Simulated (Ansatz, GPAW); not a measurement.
# Polarising a 8-layer slab of Au(100) with a field along the normal

The dipole of the cell at several fields, atoms fixed. What does the strongest field give, and what length does the slope stand for?

How it was computed: GPAW 26.7.0, plane waves (400 eV), PAW setups, PBE, 11×11 mesh, a dipole layer in the vacuum; geometry relaxed without an applied field with Ansatz 0.2.0. The cell's area is 8.32 Å², and e/ε0 = 180.95 V Å.

What came out, but for one run:

```tsv
field (V/Å)	dipole (e Å)
−0.2	−0.1629
−0.1	−0.0823
−0.05	−0.0421
0.05	0.0385
0.1	0.0790
0.2	0.1596
0.3	?
```

**Question.** What is the dipole at 0.3 V/Å?

Worked answer. A line through the 6 points has the slope α = 0.806 e Å per V/Å and the intercept p₀ = −0.0017 e Å (r.m.s. residual 7.2e−05). At 0.3 V/Å it gives p = −0.0017 + 0.806 × 0.3 = 0.2402 e Å; the run gives 0.2403 e Å, so the response stays linear to 0.1 % of the induced part. Dividing by ε0 and the area: α/(ε0 A) = 0.806 × 180.95 / 8.32 = 17.53 Å, against 14.66 Å between the outer nuclei. A metal screens fully, so the excess of 2.87 Å puts the image planes about 1.43 Å outside the outer atoms on average.

**Limits.** This is the electronic response alone; ions that move would add to it in polar layers. No run was spin-polarised, so magnetic states weren't tested. Spin-orbit coupling is left out, which matters for the heavier atoms here.

[Logs are printed without paths, hosts, clocks, repeated set-up lines and the standing remarks that a program may print on its own settings, such as how far it seeks lower states.]
